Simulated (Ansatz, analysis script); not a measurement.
# Free-standing triangular Re monolayer, spacing 3.288 Å: spin spirals and exchange

Aim: the energy of a free-standing triangular Re monolayer, spacing 3.288 Å as its moments wind into spirals of wavevector q.

Program: Ansatz 0.2.0. Level of theory: LDA, PAW set soft_1 (files made for PBE). Results are calculated unless marked as measured.

## (1) The structure

The cell holds 1 atom: 1 Re. Cell: a = 3.288 Å, b = 3.288 Å, c = 14.000 Å, α = 90.0°, β = 90.0°, γ = 120.0°. An idealised lattice of chosen spacing, in vacuum. Vacuum lies along c.

## (2) Two spin channels first

First a free collinear run, to see which state the typed moments lead to.

File input.yaml:

```yaml
crystal:
  lattice:
    - [3.288, 0.0, 0.0]
    - [-1.644, 2.847492, 0.0]
    - [0.0, 0.0, 14.0]
  atoms:
    - { symbol: Re, position: [0.0, 0.0, 0.5], spin: 1.0 }
magnetization:
  spin_polarized: true
kpoints:
  mp_grid: { grid: [7, 7, 1] }
hamiltonian:
  xc: lda
  pseudopotentials: { kind: paw, azcp: { folder: soft_1 }, xc_functional: pbe }
scf:
  occupations: { method: fermi_dirac, width: 0.1 }
  max_iter: 120
  convergence: { dr2_threshold: 1.0e-08 }
  lower_state_search: "off"
```

Started as:

```
$ ansatz run input.yaml --threads 4 --pin off --max-ram 8192MiB --backend cpu --events-out ev --progress --plain --runs-dir out
```

Numbers of over 12 decimals in the logs are rounded to 6 here.

Log:

```text
Engine: ansatz 0.2.0, aarch64-unknown-linux-gnu
Pseudopotentials: kind: paw
Pseudopotential: Re, paw, valence charge 15, recommended cutoff 420 eV (normal), soft_1/Re.paw.azcp
Functional definition: SPW92
  exchange = slater_x
  correlation = pw_c
Crystal: 1 atoms, lattice volume = 131.076 Å³
Basis set: ecut = 420 eV, 2627 PW (Γ)
Bands: 12, of which v1, the nominal top of the filled ones, is band 8 counted from 1 (7 counted from 0)
Symmetry: 24 space group operations
Space group: P6/mmm (ITA 191), of the structure as read, at distance tolerance 5.1e-5 Å
Magnetic group: BNS 191.233 (UNI 1463), of the structure as read, at distance tolerance 5.1e-5 Å
k-points: 8 of 49
Non-local potential: Re, projectors of the file, l = 0: 3, l = 1: 2, l = 2: 2, l = 3: 1
PAW form: soft (Blöchl's): semilocal exchange-correlation on the pseudo side does not see the compensation charge
PAW frozen core: Re, regenerated for the run's functional, and the local potential with it (the file was generated under x = pbe(κ = 0.804, μ = 0.219515), c = pbe(β = 0.066725))
PAW one-centre angular grid: Re, 590 points (default); XC on 64 Gauss nodes
Initial density: superposition of atomic densities (neutral atoms: chi_scale 0, normalization atom)
Starting moments: Σ|m| = 1 μB on 1 of 1 site
Initial wavefunctions: pseudopotential atomic-orbital guess
Functional: x = slater, c = lda
iter 1 solved again at ethr=2.69e-3 eV; its pass at ethr=3.10e-3 eV (dr2=4.04e-1 eV) is discarded
SCF iter   1: F=—  HF=-10601.883449 eV  |F-HF|=—  |Δ(HF+E_count)|=         —  Δρ=1.43e-2 (↑1.43e-2 ↓1.25e-2)  dr2=4.09e-1  dr2_m=1.60e-1  M=0.882 μB ∫|m|=0.882 μB  β_m=0.30  ethr=2.69e-3  ⟨swp⟩=1.0  Hψ=1439  notcnv=0
preconditioner: auto → LDOS  [metal: Δε(μ)=0.032 eV  Ē_g=4.205 eV  σ=0.100 eV  W_gap=0.08  n_scr=8 (ndim 8)  ℏωp=8.6 eV  f_vac=0.662  D(μ)=4.43/eV (n_scr^D=40)]
spin=Collinear: LDOS preconditioning applied to the charge; magnetization (m = ρ↑ − ρ↓) channel mixes plain (no charge-response kernel on spin).
SCF iter   2: F=—  HF=-10601.857270 eV  |F-HF|=—  |Δ(HF+E_count)|=   2.62e-2  Δρ=1.08e-2 (↑1.08e-2 ↓9.23e-3)  dr2=1.99e-1  dr2_m=9.20e-2  M=0.979 μB ∫|m|=0.979 μB  β_m=0.30  ethr=2.69e-3  ⟨swp⟩=1.3  Hψ=197  notcnv=0
SCF iter   3: F=—  HF=-10601.836493 eV  |F-HF|=—  |Δ(HF+E_count)|=   2.08e-2  Δρ=7.38e-3 (↑7.38e-3 ↓7.26e-3)  dr2=2.36e-2  dr2_m=5.92e-2  M=1.101 μB ∫|m|=1.101 μB  β_m=1.00  ethr=1.33e-3  ⟨swp⟩=2.7  Hψ=337  notcnv=0
SCF iter   4: F=—  HF=-10601.903326 eV  |F-HF|=—  |Δ(HF+E_count)|=   6.68e-2  Δρ=4.89e-3 (↑4.33e-3 ↓4.89e-3)  dr2=6.41e-3  dr2_m=2.25e-2  M=1.373 μB ∫|m|=1.373 μB  β_m=1.00  ethr=1.57e-4  ⟨swp⟩=2.1  Hψ=418  notcnv=0
SCF iter   5: F=—  HF=-10601.930829 eV  |F-HF|=—  |Δ(HF+E_count)|=   2.75e-2  Δρ=3.63e-3 (↑3.63e-3 ↓3.07e-3)  dr2=6.42e-3  dr2_m=1.05e-2  M=1.576 μB ∫|m|=1.577 μB  β_m=1.00  ethr=4.27e-5  ⟨swp⟩=2.0  Hψ=319  notcnv=0
SCF iter   6: F=—  HF=-10601.941449 eV  |F-HF|=—  |Δ(HF+E_count)|=   1.06e-2  Δρ=1.97e-3 (↑1.97e-3 ↓1.86e-3)  dr2=1.25e-3  dr2_m=3.97e-3  M=1.697 μB ∫|m|=1.698 μB  β_m=1.00  ethr=4.27e-5  ⟨swp⟩=2.1  Hψ=334  notcnv=0
SCF iter   7: F=—  HF=-10601.946912 eV  |F-HF|=—  |Δ(HF+E_count)|=   5.46e-3  Δρ=1.89e-3 (↑1.89e-3 ↓1.05e-3)  dr2=2.08e-3  dr2_m=2.23e-3  M=1.785 μB ∫|m|=1.786 μB  β_m=0.30  ethr=8.34e-6  ⟨swp⟩=2.0  Hψ=332  notcnv=0
Mixer restart at iter 7: flushing history
spin-set hold released at iteration 7 (site moments contracting): the magnetisation degrees of freedom join the quasi-Newton model from the next iteration; the mixer history was flushed
SCF iter   8: F=—  HF=-10601.949197 eV  |F-HF|=—  |Δ(HF+E_count)|=   2.29e-3  Δρ=1.69e-3 (↑1.69e-3 ↓9.56e-4)  dr2=1.52e-3  dr2_m=1.87e-3  M=1.805 μB ∫|m|=1.806 μB  β_m=0.49  ethr=8.34e-6  ⟨swp⟩=1.0  Hψ=208  notcnv=0
SCF iter   9: F=—  HF=-10601.952894 eV  |F-HF|=—  |Δ(HF+E_count)|=   3.70e-3  Δρ=8.68e-4 (↑8.68e-4 ↓5.41e-4)  dr2=2.97e-4  dr2_m=5.76e-4  M=1.881 μB ∫|m|=1.882 μB  β_m=0.82  ethr=8.34e-6  ⟨swp⟩=2.2  Hψ=296  notcnv=0
SCF iter  10: F=—  HF=-10601.953660 eV  |F-HF|=—  |Δ(HF+E_count)|=   7.67e-4  Δρ=5.15e-5 (↑5.15e-5 ↓4.61e-5)  dr2=3.05e-6  dr2_m=2.23e-6  M=1.953 μB ∫|m|=1.954 μB  β_m=0.91  ethr=1.98e-6  ⟨swp⟩=2.4  Hψ=353  notcnv=0
SCF iter  11: F=—  HF=-10601.953668 eV  |F-HF|=—  |Δ(HF+E_count)|=   8.05e-6  Δρ=1.18e-5 (↑1.18e-5 ↓1.13e-5)  dr2=3.44e-7  dr2_m=1.03e-7  M=1.956 μB ∫|m|=1.957 μB  β_m=0.96  ethr=2.03e-8  ⟨swp⟩=2.9  Hψ=373  notcnv=0
SCF iter  12: F=—  HF=-10601.953669 eV  |F-HF|=—  |Δ(HF+E_count)|=   8.17e-7  Δρ=2.00e-6 (↑2.00e-6 ↓1.60e-6)  dr2=1.36e-8  dr2_m=3.35e-10  M=1.957 μB ∫|m|=1.958 μB  β_m=0.92  ethr=2.29e-9  ⟨swp⟩=2.1  Hψ=279  notcnv=0
iter 13 did not close the SCF: its close was put off for the exchange–correlation potential of the local minority spin (scf_convergence_deferred on its scf_iter line)
SCF iter  13: F=-10601.953669 eV  HF=-10601.953669 eV  |F-HF|=1.56e-9  |Δ(HF+E_count)|=   7.53e-9  Δρ=9.91e-7 (↑9.91e-7 ↓6.49e-7)  dr2=7.98e-10  dr2_m=6.44e-10  M=1.957 μB ∫|m|=1.958 μB  β_m=0.91  ethr=6.67e-11  ⟨swp⟩=2.0  Hψ=379  notcnv=0
SCF iter  14: F=-10601.953669 eV  HF=-10601.953669 eV  |F-HF|=7.28e-12  |Δ(HF+E_count)|=   2.02e-9  Δρ=3.13e-7 (↑3.13e-7 ↓1.54e-7)  dr2=7.86e-11  dr2_m=5.04e-11  M=1.957 μB ∫|m|=1.958 μB  ethr=5.32e-12  ⟨swp⟩=1.0  Hψ=596  notcnv=0
SCF 1 converged in 14 iterations: F = -10601.953669 eV  dr2 = 7.86e-11
  greatest PAW one-centre occupation: 0.999 electrons in one spin orbital (limit 2), on the Re atom at site 0 (counted from 0), in its partial waves of l = 0
SCF converged after 14 iterations
Magnetization: 1.9573 μB (8.4786 up, 6.5214 down)
Absolute magnetization: 1.9582 μB (∫|ρ↑−ρ↓|, with the PAW one-centre terms)
Spin contamination: 0.0024 ħ² per cell (⟨S²⟩ above its minimum at these occupations)
Per-site moments (μB) at R_I (Å): [(1.676592, 1.356300)]
Free energy (F): -10601.953669 eV
Harris-Foulkes:  -10601.953669 eV  (|F-HF|=7.28e-12)
Internal energy: -10601.870338 eV  (E = F + TS)
E sigma→0 (E₀):  -10601.912004 eV
Entropy (-TS):   -0.083331 eV (-83.331 meV/atom)
Fermi energy:    -1.965195 eV
--- Per-component energies (eV) ---
  E_band       = -447.610311
  E_kinetic    = 507.966794
  E_local      = -5129.141833  (includes V_loc(G=0)·N_el)
  E_nonlocal   = 90.291979
  E_hartree    = 2258.838436
  E_xc         = -344.167194
  E_vxc        = -277.871042  (∫ρ·V_xc dr)
  E_paw        = -8446.758281  (= ΣΔE_a)
  E_vpaw       = -156.532910  (= ΣTr[D̂ρ^β])
  E_aug_tail   = 0.000054  (compensation charges beyond the density's cutoff)
  E_ewald      = 460.780537
  E_core_change = 0.319170  (= ΣΔE_core)
  E_smearing   = -0.083331  (= −TS)
  E_closure    = 0.000000  (closes the sum)
  Σ components = -10601.953669   (vs F -10601.953669, Δ=0.00e0)
```

The job ended after 1.4 s (4 threads of Arm Neoverse V1, shared host; peak memory 0.3 GiB).

Spin moment in the atom's sphere by atom:

```csv
atom,spin moment in the atom's sphere (μB)
Re1,1.68
```

The run ends ferromagnetic, with a net moment of 1.96 μB a cell. With one Re atom carrying the moment, parallel order of its images is forced by the cell, not found.

## (3) The same state on a denser mesh

Levels at the Fermi energy are partly filled, so moments and energy differences can hang on the k-mesh, and the state is solved again on a denser one.

input.yaml, the sections that differ from step 2:

```yaml
crystal:
  lattice:
    - [3.288, 0.0, 0.0]
    - [-1.644, 2.847492, 0.0]
    - [0.0, 0.0, 14.0]
  atoms:
    - { symbol: Re, position: [0.0, 0.0, 0.5], spin: 1.68 }
kpoints:
  mp_grid: { grid: [19, 19, 1] }
basis:
  ecutwfc: 420.0
checkpoint:
  read: start
  write: ck
  compress: false
  write_wavefunctions: false
  write_every: 100000
# magnetization, hamiltonian, scf: as in step 2
```

Log:

```text
[...]
SCF converged after 9 iterations
Magnetization: 2.3724 μB (8.6862 up, 6.3138 down)
Absolute magnetization: 2.3727 μB (∫|ρ↑−ρ↓|, with the PAW one-centre terms)
[...]
Per-site moments (μB) at R_I (Å): [(2.004905, 1.356300)]
Free energy (F): -10601.925980 eV
[...]
Internal energy: -10601.818704 eV  (E = F + TS)
E sigma→0 (E₀):  -10601.872342 eV
Entropy (-TS):   -0.107277 eV (-107.277 meV/atom)
Fermi energy:    -1.902272 eV
[...]
```

Wall time 1.7 s (4 threads); peak memory 0.39 GiB.

Spin moment in the atom's sphere by atom:

| atom | spin moment in the atom's sphere (μB) |
| --- | --- |
| Re1 | 2.00 |

The run ends ferromagnetic, with a net moment of 2.37 μB a cell, against 1.96 μB on the first mesh.

Each spiral starts from these moments, tilted 90° from the rotation axis z (a flat spiral); sizes are free, while the program holds flat spirals in their plane. Spin–orbit coupling is switched off, so the energy does not depend on how the axis lies in the crystal. The folder named start holds the saved collinear state, from which each run begins.

The runs on spinors take the mesh 24×24×1.

## (4) q = (0, 0, 0)

The reference is the same input at q = 0, so that basis and exchange-correlation form match those at other q. Every q is chosen so that q/2 is a mesh vector: every spiral then samples the k-points of q = 0, and much mesh noise cancels.

input.yaml, the sections that differ from step 3:

```yaml
crystal:
  lattice:
    - [3.288, 0.0, 0.0]
    - [-1.644, 2.847492, 0.0]
    - [0.0, 0.0, 14.0]
  atoms:
    - { symbol: Re, position: [0.0, 0.0, 0.5], spin: 2.0, spin_axis: [1.0, 0.0, 0.0] }
kpoints:
  mp_grid: { grid: [24, 24, 1] }
magnetization:
  noncollinear: true
  spin_spiral: { q: [0.0, 0.0, 0.0] }
checkpoint:
  read: start
# hamiltonian, scf, basis: as in step 3
```

Started as:

```
$ ansatz run input.yaml --threads 1 --pin off --max-ram 2048MiB --backend cpu --events-out ev --progress --plain --runs-dir out
```

Log:

```text
Warning: checkpoint.read: spin treatment differs: saved collinear, current noncollinear; the saved charge density seeds this run and the saved magnetisation is carried along the axis that this deck's starting moments share; the saved density holds an absolute magnetisation of 2.4e0 μB; saved orbitals and DFT+U occupations are not carried; the saved PAW projector densities are carried along that axis
Warning: checkpoint.read: magnetization.spin_spiral differs: saved none, current q = [0, 0, 0]; the saved state is no spin spiral's: the SCF starts from none of its orbitals and from its density, each atom's moment turned about z as a whole to its place on this deck's spiral. A spiral's own state at q: [0, 0, 0] serves better
[...]
Crystal: 1 atoms, lattice volume = 131.076 Å³
Basis set: ecut = 420 eV, 2627 PW (Γ)
Bands: 24, of which v1, the nominal top of the filled ones, is band 15 counted from 1 (14 counted from 0)
[... 1 set-up line as in the run before ...]
k-points: 61 of 576
Spin spiral: q = (0, 0, 0) of the reciprocal vectors; moments are told in the frame that turns with it, a site's in that at the site
[...]
SCF iter   5: F=-10601.926837 eV  HF=-10601.926837 eV  |F-HF|=2.30e-9  |Δ(HF+E_count)|=   6.21e-9  Δρ=2.88e-6  dr2=2.67e-10  dr2_m=2.48e-9  ethr=6.67e-11  |M|=2.37e0 ∫|m|=2.37e0 μB  |m|>n=1.2e-2 m-floor=0.0e0 τ_xc=9.4e-26  ⟨swp⟩=2.7  Hψ=2815  notcnv=0
SCF 1 converged in 5 iterations: F = -10601.926837 eV  dr2 = 2.67e-10
[...]
SCF converged after 5 iterations
Magnetization: |M| = 2.3744 μB,  M = (+2.3744, -0.0000, +0.0000) μB
Absolute magnetization: 2.3747 μB (∫|m|, with the PAW one-centre terms)
  site 0: m = (+2.0064, -0.0000, +0.0000) μB, |m| = 2.0064 μB  (R = 1.36 Å)
Free energy (F): -10601.926837 eV
[...]
Internal energy: -10601.821838 eV  (E = F + TS)
E sigma→0 (E₀):  -10601.874338 eV
Entropy (-TS):   -0.105000 eV (-105.000 meV/atom)
Fermi energy:    -1.896420 eV
[...]
```

Wall time 21 s (1 thread); peak memory 0.61 GiB.

The largest moment is 2.01 μB, against 2.00 μB in the collinear run.

## (5) q = (0.083, 0.083, 0)

Only q changes. The cell stays that of the crystal, since the generalised Bloch theorem carries the rotation from cell to cell.

Edit input.yaml of step 4 so:

```diff
@@ -21,3 +21,3 @@
   noncollinear: true
-  spin_spiral: { q: [0.0, 0.0, 0.0] }
+  spin_spiral: { q: [0.08333333, 0.08333333, 0.0] }
 checkpoint:
```

Log:

```text
[...]
Crystal: 1 atoms, lattice volume = 131.076 Å³
Basis set: ecut = 420 eV, 2627 PW (Γ)
Bands: 24, of which v1, the nominal top of the filled ones, is band 15 counted from 1 (14 counted from 0)
Symmetry: 4 space group operations
k-points: 157 of 576
[...]
SCF iter  10: F=-10601.970609 eV  HF=-10601.970609 eV  |F-HF|=2.24e-10  |Δ(HF+E_count)|=   8.87e-9  Δρ=8.16e-7  dr2=2.41e-10  dr2_m=2.49e-10  ethr=2.69e-12  |M|=2.79e0 ∫|m|=2.84e0 μB  |m|>n=1.2e-2 m-floor=0.0e0 τ_xc=1.8e-17  ⟨swp⟩=1.0  Hψ=11975  notcnv=0
SCF 1 converged in 10 iterations: F = -10601.970609 eV  dr2 = 2.41e-10
[...]
SCF converged after 10 iterations
Magnetization: |M| = 2.7914 μB,  M = (+2.7914, +0.0000, +0.0000) μB
Absolute magnetization: 2.8421 μB (∫|m|, with the PAW one-centre terms)
  site 0: m = (+2.4254, +0.0000, +0.0000) μB, |m| = 2.4254 μB  (R = 1.36 Å)
Free energy (F): -10601.970609 eV
[...]
Internal energy: -10601.877309 eV  (E = F + TS)
E sigma→0 (E₀):  -10601.923959 eV
Entropy (-TS):   -0.093300 eV (-93.300 meV/atom)
Fermi energy:    -1.779737 eV
[...]
```

It took 1.9 min on 1 thread; peak memory 1.1 GiB.

The energy of the cell lies 43.8 meV below that at q = 0, and the largest moment is 2.43 μB against 2.01 μB.

## (6) q = (0.167, 0, 0)

Edit input.yaml of step 5 so:

```diff
@@ -21,3 +21,3 @@
   noncollinear: true
-  spin_spiral: { q: [0.08333333, 0.08333333, 0.0] }
+  spin_spiral: { q: [0.16666667, 0.0, 0.0] }
 checkpoint:
```

Log:

```text
[...]
Crystal: 1 atoms, lattice volume = 131.076 Å³
Basis set: ecut = 420 eV, 2627 PW (Γ)
Bands: 24, of which v1, the nominal top of the filled ones, is band 15 counted from 1 (14 counted from 0)
[... 1 set-up line as in the run before ...]
k-points: 157 of 576
[...]
SCF iter   9: F=-10601.987072 eV  HF=-10601.987072 eV  |F-HF|=3.56e-9  |Δ(HF+E_count)|=   1.29e-7  Δρ=3.90e-6  dr2=4.35e-10  dr2_m=4.72e-9  ethr=6.67e-11  |M|=2.84e0 ∫|m|=2.91e0 μB  |m|>n=1.1e-2 m-floor=0.0e0 τ_xc=2.2e-17  ⟨swp⟩=3.0  Hψ=8574  notcnv=0
SCF 1 converged in 9 iterations: F = -10601.987072 eV  dr2 = 4.35e-10
[...]
SCF converged after 9 iterations
Magnetization: |M| = 2.8370 μB,  M = (+2.8370, +0.0000, +0.0000) μB
Absolute magnetization: 2.9066 μB (∫|m|, with the PAW one-centre terms)
  site 0: m = (+2.4871, +0.0000, +0.0000) μB, |m| = 2.4871 μB  (R = 1.36 Å)
Free energy (F): -10601.987072 eV
[...]
Internal energy: -10601.899627 eV  (E = F + TS)
E sigma→0 (E₀):  -10601.943350 eV
Entropy (-TS):   -0.087445 eV (-87.445 meV/atom)
Fermi energy:    -1.755265 eV
[...]
```

Wall time 93 s (1 thread); peak memory 1.1 GiB.

The energy of the cell lies 60.2 meV below that at q = 0, and the largest moment is 2.49 μB against 2.01 μB.

## (7) q = (0.333, 0, 0)

Edit input.yaml of step 6 so:

```diff
@@ -21,3 +21,3 @@
   noncollinear: true
-  spin_spiral: { q: [0.16666667, 0.0, 0.0] }
+  spin_spiral: { q: [0.33333333, 0.0, 0.0] }
 checkpoint:
```

Log:

```text
[...]
Crystal: 1 atoms, lattice volume = 131.076 Å³
Basis set: ecut = 420 eV, 2627 PW (Γ)
Bands: 24, of which v1, the nominal top of the filled ones, is band 15 counted from 1 (14 counted from 0)
[... 1 set-up line as in the run before ...]
k-points: 157 of 576
[...]
SCF iter   9: F=-10602.116359 eV  HF=-10602.116359 eV  |F-HF|=3.64e-12  |Δ(HF+E_count)|=   3.38e-8  Δρ=1.14e-6  dr2=6.40e-10  dr2_m=4.31e-10  ethr=6.49e-11  |M|=2.87e0 ∫|m|=3.17e0 μB  |m|>n=1.0e-2 m-floor=0.0e0 τ_xc=4.5e-17  ⟨swp⟩=3.0  Hψ=7455  notcnv=0
SCF 1 converged in 9 iterations: F = -10602.116359 eV  dr2 = 6.40e-10
[...]
SCF converged after 9 iterations
Magnetization: |M| = 2.8745 μB,  M = (+2.8745, +0.0000, +0.0000) μB
Absolute magnetization: 3.1692 μB (∫|m|, with the PAW one-centre terms)
  site 0: m = (+2.7563, +0.0000, +0.0000) μB, |m| = 2.7563 μB  (R = 1.36 Å)
Free energy (F): -10602.116359 eV
[...]
Internal energy: -10602.050451 eV  (E = F + TS)
E sigma→0 (E₀):  -10602.083405 eV
Entropy (-TS):   -0.065907 eV (-65.907 meV/atom)
Fermi energy:    -1.586856 eV
[...]
```

The job ended after 97 s (1 thread; peak memory 1.1 GiB).

The energy of the cell lies 190 meV below that at q = 0, and the largest moment is 2.76 μB against 2.01 μB.

## (8) q = (0.5, 0, 0)

Edit input.yaml of step 7 so:

```diff
@@ -21,3 +21,3 @@
   noncollinear: true
-  spin_spiral: { q: [0.33333333, 0.0, 0.0] }
+  spin_spiral: { q: [0.5, 0.0, 0.0] }
 checkpoint:
```

Log:

```text
[...]
Crystal: 1 atoms, lattice volume = 131.076 Å³
Basis set: ecut = 420 eV, 2627 PW (Γ)
Bands: 24, of which v1, the nominal top of the filled ones, is band 15 counted from 1 (14 counted from 0)
[... 1 set-up line as in the run before ...]
k-points: 157 of 576
[...]
SCF iter   9: F=-10602.156200 eV  HF=-10602.156200 eV  |F-HF|=9.50e-10  |Δ(HF+E_count)|=   8.56e-8  Δρ=1.97e-6  dr2=3.45e-10  dr2_m=1.44e-9  ethr=6.67e-11  |M|=2.66e0 ∫|m|=3.20e0 μB  |m|>n=9.7e-3 m-floor=0.0e0 τ_xc=5.3e-17  ⟨swp⟩=3.0  Hψ=7885  notcnv=0
SCF 1 converged in 9 iterations: F = -10602.156200 eV  dr2 = 3.45e-10
[...]
SCF converged after 9 iterations
Magnetization: |M| = 2.6586 μB,  M = (+2.6586, +0.0000, +0.0000) μB
Absolute magnetization: 3.2018 μB (∫|m|, with the PAW one-centre terms)
  site 0: m = (+2.7953, +0.0000, +0.0000) μB, |m| = 2.7953 μB  (R = 1.36 Å)
Free energy (F): -10602.156200 eV
[...]
Internal energy: -10602.100112 eV  (E = F + TS)
E sigma→0 (E₀):  -10602.128156 eV
Entropy (-TS):   -0.056088 eV (-56.088 meV/atom)
Fermi energy:    -1.507970 eV
[...]
```

The job ended after 85 s (1 thread; peak memory 1.1 GiB).

The energy of the cell lies 229 meV below that at q = 0, and the largest moment is 2.80 μB against 2.01 μB.

The other 3 runs of this kind were made alike; their results stand in the table below.

## (9) Analysis

| q (reciprocal lattice) | path length (1/Å) | E(q) − E(0) (meV a magnetic atom) | \|m\| Re no. 1 (μB) |
| --- | --- | --- | --- |
| (0, 0, 0) | 0.000 | 0.00 | 2.01 |
| (0.167, 0, 0) | 0.368 | -60.23 | 2.49 |
| (0.333, 0, 0) | 0.736 | -189.52 | 2.76 |
| (0.5, 0, 0) | 1.103 | -229.36 | 2.80 |
| (0.417, 0.167, 0) | 1.422 | -218.08 | 2.73 |
| (0.333, 0.333, 0) | 1.740 | -200.97 | 2.59 |
| (0.25, 0.25, 0) | 2.059 | -219.13 | 2.70 |
| (0.083, 0.083, 0) | 2.696 | -43.77 | 2.43 |
| (0, 0, 0) | 3.014 | 0.00 | 2.01 |

## (10) Outcome

```yaml
lowest_point_of_the_path: q = (0.5, 0, 0), -229 meV a magnetic atom from q = 0
highest_point: 0 meV a magnetic atom
```

What this shows: The state at q = (0.5, 0, 0) lies 229 meV a magnetic atom below the ferromagnetic start, so that start is not the lowest state; a flat spiral with q made of halves, on one magnetic atom a cell, is a collinear order of a doubled cell. The moments change by at most 40 % from their size at q = 0, so they are itinerant and a model of rigid spins is rough. No spin model is given, since the moments change too much along the path. The 8 spiral runs took 13 min of wall time, added up. Energies are free energies at a smearing of 0.1 eV, and with partly filled levels differences shift, at times strongly, as the smearing goes to zero. The cell was taken as built, with atoms unrelaxed. In doubt: the program's search for lower states was switched off, so a lower magnetic state than those reached may exist.

[Logs and program files are shortened in this print: banners, set-up blocks, solver, clock and traceback lines can be left out without a mark of their own.]

[Logs are printed without paths, hosts, clocks, repeated set-up lines and the standing remarks that a program may print on its own settings, such as how far it seeks lower states.]

[Hosts, paths, dates, database ids (printed as entryN), source tags and the programs' standing remarks are cut or masked in the printed files.]
